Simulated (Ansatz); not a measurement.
# How fast states decay through Zn2CdS3, part 2 of 3

Aim: relax a made-up compound, Zn2CdS3, and see how good a tunnel barrier it would be. It is built by putting Cd for part of the Zn in the ZnS structure of space group R3m, with the volume rescaled by atomic radii. The parent structure comes from the Materials Project.

Ansatz 0.2.0; r2SCAN DFT, plane waves, PAW files (the session's first sound run).

So far. Step 2 (Relaxing the new crystal): The largest force component on a free atom ends at 0.0013 eV/Å.

The structure was built from a prototype and need not be the compound's stable phase.

## Step 3: Band edges

The energy window and the wavevectors of the next steps follow from the band edges, so these are searched first, off the mesh as well.

Contents of input.yaml:

```yaml
crystal:
  lattice:
    - [1.9534571158, 1.1278289917, 9.709566737]
    - [-1.9534571158, 1.1278289917, 9.709566737]
    - [0.0, -2.2556579833, 9.709566737]
  atoms:
    - { symbol: Zn, position: [0.9969510789, 0.9969510789, 0.9969510789] }
    - { symbol: Zn, position: [0.2251235485, 0.2251235485, 0.2251235485] }
    - { symbol: Cd, position: [0.4463032489, 0.4463032489, 0.4463032489] }
    - { symbol: S, position: [0.0767367438, 0.0767367438, 0.0767367438] }
    - { symbol: S, position: [0.5331023276, 0.5331023276, 0.5331023276] }
    - { symbol: S, position: [0.3051090523, 0.3051090523, 0.3051090523] }
kpoints:
  mp_grid: { grid: [8, 8, 8] }
  band_path: { path: [VBM, CBM], npoints: 30 }
scf:
  occupations: { method: fixed }
hamiltonian:
  xc: r2scan
output:
  eigenvalues: true
  write_potential: true
  write_density: true
  volumetric_format: npy
  elf: true
```

Launch:

```sh
ansatz run input.yaml --threads 2 --pin off --max-ram 4096MiB --backend cpu --events-out ev --progress --plain --runs-dir out
```

Numbers of over 12 decimals in the logs are rounded to 6 here.

Output:

```text
[...]
Crystal: 6 atoms, lattice volume = 128.351 Å³
Basis set: ecut = 500 eV, 3239 PW (Γ), FFT grids on a1−a2, a2, −a2+a3, exchange–correlation on 120×300×120 points (64 copies of the dense FFT grid, shifted against one another)
Bands: 38, of which v1, the nominal top of the filled ones, is band 31 counted from 1 (30 counted from 0)
Symmetry: 6 space group operations
[...]
k-points: 65 of 512 (time reversal used)
[...]
SCF iter   1: F=—  HF=-17642.328490 eV  |F-HF|=—  |Δ(HF+E_count)|=         —  Δρ=1.28e-2  dr2=1.09e-1  dr2_τ=2.90e-2  ethr=1.77e-3  ⟨swp⟩=4.9  Hψ=8265  notcnv=0  defer=276
[...]
SCF iter   9: F=-17642.334267 eV  HF=-17642.334267 eV  |F-HF|=6.55e-11  |Δ(HF+E_count)|=   9.60e-8  Δρ=4.21e-6  dr2=2.44e-8  dr2_τ=6.04e-10  ethr=1.61e-10  ⟨swp⟩=1.6  Hψ=6457  notcnv=0
SCF 1 converged in 9 iterations: F = -17642.334267 eV  dr2 = 2.44e-8
[...]
NSCF: frozen V_eff on 32 k-points
[...]
SCF converged after 9 iterations
Free energy (F): -17642.334267 eV
[...]
Internal energy: -17642.334267 eV  (E = F + TS)
E sigma→0 (E₀):  -17642.334267 eV
Fermi energy:    6.113617 eV
[...]
--- Band table (eV; the first three rows and the last of 65) ---
  k-point 0: bands = [... 27 lower, 5.4027, 5.8519, 6.1136, 6.1136, 8.1279, 9.4993, 9.9831, 12.5728, ... 3 higher]
  k-point 1: bands = [... 27 lower, 5.2287, 5.3323, 5.7816, 5.9919, 8.8594, 10.1565, 10.5204, 12.3063, ... 3 higher]
  k-point 2: bands = [... 27 lower, 4.4415, 4.8278, 5.4167, 5.6990, 9.6206, 10.6073, 10.9378, 11.8656, ... 3 higher]
  k-point 64: bands = [... 27 lower, 5.5634, 5.5634, 6.0286, 6.0286, 9.1646, 9.3875, 9.7178, 12.1527, ... 3 higher]
```

It took 51 s on 2 threads of Intel Xeon Platinum 8259CL at 2.50GHz (Skylake/Cascade Lake), shared host; peak memory 0.84 GiB; 100 s of CPU time.

The column dr2 measures how far the density is from self-consistency, as an energy; F and HF (Harris–Foulkes) agree once it is small.

This step gave:

* free energy: -17642.3343 eV
* Fermi energy: 6.114 eV
* gap on the k-mesh: 2.014 eV
* gap on path: 2.014 eV, by band count; negative where bands overlap
* direct gap on path: 2.014 eV
* edge places on path: 0, 0 1/A along the path

Levels at VBM (eV): -7.97, -7.65, -7.65, -6.58, -6.58, -6.54, -6.50, -6.50, -6.38, -6.14, -6.14, -6.08, -6.08, -4.09, -3.90, -1.01, -1.01, -0.71, -0.71, -0.26, 0.00, 0.00, 2.01, 3.39, 3.87, 6.46, 6.73, 6.73, 7.01.

ELF in the ac plane of the conventional cell at fractional y = 0.000, with atoms of Zn and Cd and S within 0.2 Å of it. It is the smooth field of the valence electrons, not physical close to the nuclei.

Ten even steps from '0' (0.01) to '9' (0.82), each cell a mean:
```
33321111112333
57997310258986
77863211125787
00001222211000
11125778764211
00112344432110
77764200135777
47997311258985
43321122112234
11124678763111
87522355432357
55432100012345
47997411258985
77764211125787
00012455432000
00125666654200
00001122211000
00025677764100
00012222222100
00001122211000
00125778764100
00012333332100
00012344432100
00124678763110
```
Columns run along a (3.9 Å), rows up along c (29.1 Å), edges of the conventional cell, whose origin can differ from the input's. Atoms in or near the plane, at fractional coordinates: Zn at (0.00, 0.00), Zn at (0.00, 0.77), Cd at (0.00, 0.55), S at (0.00, 0.92), S at (0.00, 0.47), S at (0.00, 0.69).

Valence density in the ac plane of the conventional cell at fractional y = 0.000, with atoms of Zn and Cd and S within 0.2 Å of it. It is the smooth field of the valence electrons, not physical close to the nuclei.

Ten steps, logarithmic in the rise over the least value, from '0' (0 e/Å³) to '9' (18 e/Å³), each cell a mean:
```
75310000001246
33321100012333
33221111111233
00000000000000
43111111111123
98421111111369
33221000001233
33332111112333
11000000000011
21111111111111
98631111112579
54310000001235
33331100012333
33221111111223
00000111100000
00001222211000
00000011100000
00001122110000
00001122211000
00000000000000
00001122211000
00001111110000
00000011100000
97421111111258
```
Columns run along a (3.9 Å), rows up along c (29.1 Å), edges of the conventional cell, whose origin can differ from the input's. Atoms in or near the plane, at fractional coordinates: Zn at (0.00, 0.00), Zn at (0.00, 0.77), Cd at (0.00, 0.55), S at (0.00, 0.92), S at (0.00, 0.47), S at (0.00, 0.69).

Electrostatic potential energy in the ac plane of the conventional cell at fractional y = 0.000, with atoms of Zn and Cd and S within 0.2 Å of it. With pseudopotentials it is smooth inside the atoms' cores, unlike the true potential.

Ten even steps from '0' (-27 eV) to '9' (11 eV), each cell a mean:
```
34689999999753
11379999998521
45788888888865
99999999999999
56789999999876
00268999998410
45689999999864
11378998998511
99999999999999
88999999999988
01358999987421
56789999999765
10279999998510
56789988899865
99999999999999
99999888899999
99999999999999
99999999999999
99999887889999
99999999999999
99999988899999
99999888899999
99999999999999
11378999998521
```
Columns run along a (3.9 Å; values clipped at the 3rd and 97th percentile), rows up along c (29.1 Å), edges of the conventional cell, whose origin can differ from the input's. Atoms in or near the plane, at fractional coordinates: Zn at (0.00, 0.00), Zn at (0.00, 0.77), Cd at (0.00, 0.55), S at (0.00, 0.92), S at (0.00, 0.47), S at (0.00, 0.69).

The searched edges give 2.01 eV, as on the mesh.

## Step 4: Complex bands, plane (001)

This step: r2SCAN DFT, plane waves, PAW files; complex bands by layer matching along the plane's normal (Ansatz 0.2.0).

The same crystal is laid in a cell whose first two vectors span the (001) plane (indices of the standard conventional cell, whose axes can be ordered otherwise than in the bulk input). At fixed energy and wavevector in the plane the solver finds all kz, real and complex. A few wavevectors are listed, (0, 0) and (0.5, 0) in units of the plane's reciprocal vectors; the slowest state needn't be among them.

Contents of input.yaml:

```yaml
crystal:
  lattice:
    - [3.906914232, 0.0, 0.0]
    - [1.953457116, 3.383486975, 0.0]
    - [1.953457116, -1.127828992, 9.709566737]
  atoms:
    - { symbol: Zn, position: [0.9939021578, 0.0030489211, 0.0091467633] }
    - { symbol: Zn, position: [0.450247097, 0.7748764515, 0.3246293545] }
    - { symbol: Cd, position: [0.8926064978, 0.5536967511, 0.6610902533] }
    - { symbol: S, position: [0.1534734876, 0.9232632562, 0.7697897686] }
    - { symbol: S, position: [0.0662046552, 0.4668976724, 0.4006930172] }
    - { symbol: S, position: [0.6102181046, 0.6948909477, 0.0846728431] }
kpoints:
  mp_grid: { grid: [8, 8, 8] }
scf:
  occupations: { method: fixed }
hamiltonian:
  xc: r2scan
output:
  eigenvalues: true
  transmission:
    leads: [[0, 0]]
    kpoints: [[0.0, 0.0], [0.5, 0.0]]
    e_range: [-1.0, 3.01]
    de: 0.07
```

Output:

```text
[...]
Crystal: 6 atoms, lattice volume = 128.351 Å³
Basis set: ecut = 500 eV, 3239 PW (Γ), exchange–correlation on 120×120×300 points (64 copies of the dense FFT grid, shifted against one another)
Bands: 38, of which v1, the nominal top of the filled ones, is band 31 counted from 1 (30 counted from 0)
Symmetry: 6 space group operations
[...]
k-points: 65 of 512 (time reversal used)
[...]
SCF iter   1: F=—  HF=-17642.328522 eV  |F-HF|=—  |Δ(HF+E_count)|=         —  Δρ=1.28e-2  dr2=1.09e-1  dr2_τ=2.90e-2  ethr=1.77e-3  ⟨swp⟩=4.9  Hψ=8265  notcnv=0  defer=277
[...]
SCF iter   9: F=-17642.334267 eV  HF=-17642.334267 eV  |F-HF|=1.16e-9  |Δ(HF+E_count)|=   9.28e-8  Δρ=4.26e-6  dr2=2.47e-8  dr2_τ=5.97e-10  ethr=1.61e-10  ⟨swp⟩=1.6  Hψ=6370  notcnv=0
SCF 1 converged in 9 iterations: F = -17642.334267 eV  dr2 = 2.47e-8
[...]
transmission: 14 of 28 steps passed
transmission: 28 of 28 steps passed
SCF converged after 9 iterations
Free energy (F): -17642.334267 eV
[...]
Internal energy: -17642.334267 eV  (E = F + TS)
E sigma→0 (E₀):  -17642.334267 eV
Fermi energy:    6.113616 eV
[...]
--- Band table (eV; the first three rows and the last of 65) ---
  k-point 0: bands = [... 27 lower, 5.4027, 5.8519, 6.1136, 6.1136, 8.1279, 9.4993, 9.9831, 12.5728, ... 3 higher]
  k-point 1: bands = [... 27 lower, 5.4282, 5.6953, 6.1030, 6.1030, 8.2648, 9.4942, 9.9668, 12.5056, ... 3 higher]
  k-point 2: bands = [... 27 lower, 5.4850, 5.4850, 6.0752, 6.0752, 8.5856, 9.4789, 9.9069, 12.3515, ... 3 higher]
  k-point 64: bands = [... 27 lower, 3.6170, 4.0713, 4.3532, 4.7312, 10.7063, 11.0346, 11.2628, 12.0111, ... 3 higher]
--- Transmission ---
  basis      : 139 plane waves across, 14 finite elements along
  points     : 2, as listed
  energies   : 58 from -1.000000 to 2.990000 eV about the Fermi level, 0.070000 eV apart; the leads are filled to 1.007136 eV, and channels, transmission and decay are at 1.030000 eV
  crystal 0  : Zn2S3Cd1, at the sites [0, 0], period 9.7096 Å: whole cells are its period
    offset         : up to 0.0000 Å between an atom of the period and one for which it stands
    channels       : 0.000000e0 a spin
    conductance    : none, the energies end too early or step too widely for 300 K: set another output.transmission.e_range or a lower de, or, where they end at an eighth of basis.ecutwfc, a higher one
    slowest decay  : 0.1512 /Å at (0.0000, 0.0000)
```

The job ended after 39 s (2 threads; peak memory 0.82 GiB; 76 s of CPU time).

This step gave:

```yaml
level_to_which_the_leads_are_filled: 1.007 eV from the Fermi level
decay_constant_at_the_filling_level_zone_centre: 0.1512 Å⁻¹
decay_constant_at_the_filling_level_slowest_listed_point: 0.1512 Å⁻¹
```

K parallel (0, 0); values up to 1.5 1/Å, a degenerate pair printed once or twice; energies at which all values exceed this have no row. Table of Im kz of the slowest decaying states by energy, zero at the highest filled level on the SCF mesh:

```csv
energy (eV),decay 1 (Å⁻¹),decay 2 (Å⁻¹),decay 3 (Å⁻¹),decay 4 (Å⁻¹)
-1.0000,0.0431,1.18,1.35,-
-0.7200,0.0454,1.15,1.37,-
-0.5100,0.0976,1.12,1.39,-
-0.2300,0.0351,0.171,1.09,1.42
-0.0200,0.0923,1.06,1.44,-
0.2600,0.126,0.328,1.03,1.48
0.4700,0.141,0.410,1.00,1.45
0.7500,0.151,0.481,0.974,1.39
1.0300,0.151,0.531,0.947,1.33
1.2400,0.145,0.559,0.928,1.30
1.5200,0.128,0.589,0.908,1.25
1.7300,0.103,0.607,0.900,1.22
2.0100,0.0135,0.625,0.911,1.18
2.2200,0.635,0.990,1.15,1.22
2.5000,0.645,0.852,1.11,1.33
2.7800,0.650,0.673,1.07,-
```

K parallel (0.5, 0); values up to 1.5 1/Å, a degenerate pair printed once or twice; energies at which all values exceed this have no row. The Im kz of the slowest decaying states by energy, zero at the highest filled level on the SCF mesh:

```csv
energy (eV),decay 1 (Å⁻¹),decay 2 (Å⁻¹),decay 3 (Å⁻¹),decay 4 (Å⁻¹)
-1.00,0.0311,0.200,0.221,1.21
-0.79,0.0888,0.234,0.252,1.20
-0.58,0.246,0.258,0.274,1.20
-0.37,0.276,0.290,0.320,1.20
-0.23,0.285,0.299,0.356,1.20
-0.02,0.297,0.309,0.398,1.21
0.19,0.305,0.315,0.431,1.23
0.40,0.311,0.320,0.457,1.29
0.61,0.315,0.322,0.478,1.25
0.82,0.316,0.322,0.496,1.15
0.96,0.316,0.321,0.506,1.09
1.17,0.314,0.318,0.518,1.03
1.38,0.310,0.313,0.528,0.975
1.59,0.304,0.306,0.536,0.923
1.80,0.296,0.297,0.542,0.874
2.01,0.285,0.286,0.546,0.827
2.22,0.272,0.272,0.548,0.780
2.36,0.261,0.262,0.549,0.748
2.57,0.242,0.243,0.549,0.699
2.78,0.218,0.220,0.547,0.649
2.99,0.187,0.191,0.544,0.596
```

At the listed wavevectors the last open channel is at -0.02 eV and the next at +2.08 eV on the grid. At +1.03 eV, the grid energy nearest the filling level (the middle of the gap on the SCF mesh), the slowest state at the listed wavevectors decays with κ = 0.151 Å⁻¹, its amplitude falling by e over 6.6 Å. Through 1 nm of this crystal that state's transmission falls by exp(−2 × 0.151 Å⁻¹ × 10 Å) = 0.049.

## Step 5: Decay over the two-dimensional zone

The listed points could miss the slowest state, so one energy near mid-gap is solved on a mesh of 12×12.

input.yaml: that of step 4 with these lines changed.

```diff
@@ -20,6 +20,2 @@
   eigenvalues: true
-  transmission:
-    leads: [[0, 0]]
-    kpoints: [[0.0, 0.0], [0.5, 0.0]]
-    e_range: [-1.0, 3.01]
-    de: 0.07
+  transmission: { leads: [[0, 0]], kmesh: [12, 12], e_range: [1.01, 1.02], de: 0.05 }
```

Output:

```text
[...]
Crystal: 6 atoms, lattice volume = 128.351 Å³
Basis set: ecut = 500 eV, 3239 PW (Γ), exchange–correlation on 120×120×300 points (64 copies of the dense FFT grid, shifted against one another)
Bands: 38, of which v1, the nominal top of the filled ones, is band 31 counted from 1 (30 counted from 0)
Symmetry: 6 space group operations
[...]
k-points: 65 of 512 (time reversal used)
[...]
SCF iter   1: F=—  HF=-17642.328522 eV  |F-HF|=—  |Δ(HF+E_count)|=         —  Δρ=1.28e-2  dr2=1.09e-1  dr2_τ=2.90e-2  ethr=1.77e-3  ⟨swp⟩=4.9  Hψ=8265  notcnv=0  defer=277
[...]
SCF iter   9: F=-17642.334267 eV  HF=-17642.334267 eV  |F-HF|=1.16e-9  |Δ(HF+E_count)|=   9.28e-8  Δρ=4.26e-6  dr2=2.47e-8  dr2_τ=5.97e-10  ethr=1.61e-10  ⟨swp⟩=1.6  Hψ=6370  notcnv=0
SCF 1 converged in 9 iterations: F = -17642.334267 eV  dr2 = 2.47e-8
[...]
transmission: 56 of 266 steps passed
transmission: 112 of 266 steps passed
[...]
transmission: 266 of 266 steps passed
SCF converged after 9 iterations
Free energy (F): -17642.334267 eV
[...]
Internal energy: -17642.334267 eV  (E = F + TS)
E sigma→0 (E₀):  -17642.334267 eV
Fermi energy:    6.113616 eV
[...]
--- Band table (eV; the first three rows and the last of 65) ---
  k-point 0: bands = [... 27 lower, 5.4027, 5.8519, 6.1136, 6.1136, 8.1279, 9.4993, 9.9831, 12.5728, ... 3 higher]
  k-point 1: bands = [... 27 lower, 5.4282, 5.6953, 6.1030, 6.1030, 8.2648, 9.4942, 9.9668, 12.5056, ... 3 higher]
  k-point 2: bands = [... 27 lower, 5.4850, 5.4850, 6.0752, 6.0752, 8.5856, 9.4789, 9.9069, 12.3515, ... 3 higher]
  k-point 64: bands = [... 27 lower, 3.6170, 4.0713, 4.3532, 4.7312, 10.7063, 11.0346, 11.2628, 12.0111, ... 3 higher]
--- Transmission ---
  basis      : 139 plane waves across, 14 finite elements along
  points     : 19, standing for a mesh of 12 x 12
  energies   : 1 from 1.010000 to 1.010000 eV about the Fermi level; the leads are filled to 1.007136 eV, and channels, transmission and decay are at 1.010000 eV
  crystal 0  : Zn2S3Cd1, at the sites [0, 0], period 9.7096 Å: whole cells are its period
[...]
channels       : 0.000000e0 a spin
    conductance    : none, crystal 0 has no channel at the energies, or these end too early or step too widely for 300 K: set another output.transmission.e_range or a lower de, or, where they end at an eighth of basis.ecutwfc, a higher one
    slowest decay  : 0.1514 /Å at (0.0000, 0.0000)
```

It took 36 s on 2 threads; peak memory 0.89 GiB.

Numbers from this step:

| Property | Result |
| --- | --- |
| least decay constant on the mesh | 0.1514 Å⁻¹ |

Slowest decay constant (1/Å; 0 where a channel is open) over k1 and k2. At 1.0100 eV from the Fermi level.

Ten even steps from '0' (0.151) to '9' (0.378):
```
789987789987
899988679768
999997688679
888998656899
778785225878
776662026667
787852258787
899865689988
997688679999
886797688999
778998778998
778987778987
```
Columns: k1 (b1) from -0.5 to 0.417; rows upwards: k2 (b2) from -0.5 to 0.417.

The least value on the mesh is 0.151 Å⁻¹ at +1.01 eV. At that energy the listed points give about 0.151 Å⁻¹ by interpolation, so the mesh holds no clearly slower state.

(Part 2 of 3 ends here.)

[Logs are printed without paths, hosts, clocks, repeated set-up lines and the standing remarks that a program may print on its own settings, such as how far it seeks lower states.]

[Hosts, paths, dates, database ids (printed as entryN), source tags and the programs' standing remarks are cut or masked in the printed files.]
